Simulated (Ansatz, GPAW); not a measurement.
# Atomic orbitals against plane waves on 10 relaxed junctions

How near do orbital bases of three sizes come to a plane-wave transmission, and how do their times compare?

**Method.** GPAW 26.7.0 in a basis of numerical atomic orbitals with PAW setups; lead and junction are solved self-consistently in repeated cells 9 Å or more across, their Hamiltonian and overlap matrices go into Green's functions with semi-infinite leads (ASE), and T is the Landauer transmission at zero bias, at the junction cell's Fermi level, for one spin or as the mean of both where a run is spin-polarised. The reference is Ansatz 0.2.0 (plane waves, PAW datasets, transmission by matching layers) on the same cell, meshes and smearing; PBE throughout. sz: one function a shell; szp: with polarisation; dzp: two functions a shell with polarisation. All levels use the geometry relaxed with plane waves.

The runs side by side:

```
                                                junction  T, plane waves     dzp     szp      sz
     Ir chain with a Sn atom bridging one bond (rebuilt)            3.28    3.26    3.24     3.2
      W chain with a Pt atom bridging one bond (rebuilt)            1.66    1.65    1.65    1.65
             Rh chain with two B atoms in line (rebuilt)           0.999    1.01    1.04    1.03
Ga chain with one Sn atom in line (rebuilt) (short lead)           0.998    1.02    1.04    1.05
   Ti chain with an Al atom on top of one atom (rebuilt)           0.982   0.988   0.972   0.963
            Li chain with two Ti atoms in line (rebuilt)           0.923    0.86   0.784   0.521
    Nb chain with an N atom on top of one atom (rebuilt)           0.526   0.464   0.278   0.273
             In chain with one Li atom in line (rebuilt)           0.281   0.246   0.243   0.443
   C6 chain between two Au chains (rebuilt) (short lead)          0.0867  0.0768  0.0327  0.0258
       furan-2,5-dithiol between two Pd chains (rebuilt)           0.065  0.0592  0.0407  0.0616
```

**Answer.** Within 10 % of the plane-wave T lie 7 of 10 junctions in dzp, 5 of 10 junctions in szp and 6 of 10 junctions in sz. The median miss is 4.5 % (dzp), 8.9 % (szp) and 5.2 % (sz). The dzp basis is farthest off for In chain with one Li atom in line (rebuilt) (0.246 against 0.281). The median miss doesn't fall at each step of the basis: errors of level position can cancel at one energy. In wall time on shared hosts the szp runs took a median 0.67 and the minimal basis 0.52 of the dzp time. For the 2 junctions with T under 0.1 dzp misses by a median 10 %, for the others by 2 %.

Caveats: The two programs also differ in their PAW data, so part of each miss isn't the basis. T at one energy is a hard test where a resonance or band edge lies near. Spin-orbit coupling is left out, which matters for the heavier atoms here. Junctions whose dzp lead is shut at the Fermi level or whose end layer misses the lead by over 0.25 eV were left out, as were those with T under 1e-4 or a step of over 50 meV between the plane-wave lead's periods. Short lead: that step is over 25 meV, more than the program accepts, so the reference itself is in doubt. Rebuilt: atoms moved over 0.6 Å on relaxing, so the name is that of the start and the chain may have broken.

[Logs are printed without paths, hosts, clocks, repeated set-up lines and the standing remarks that a program may print on its own settings, such as how far it seeks lower states.]
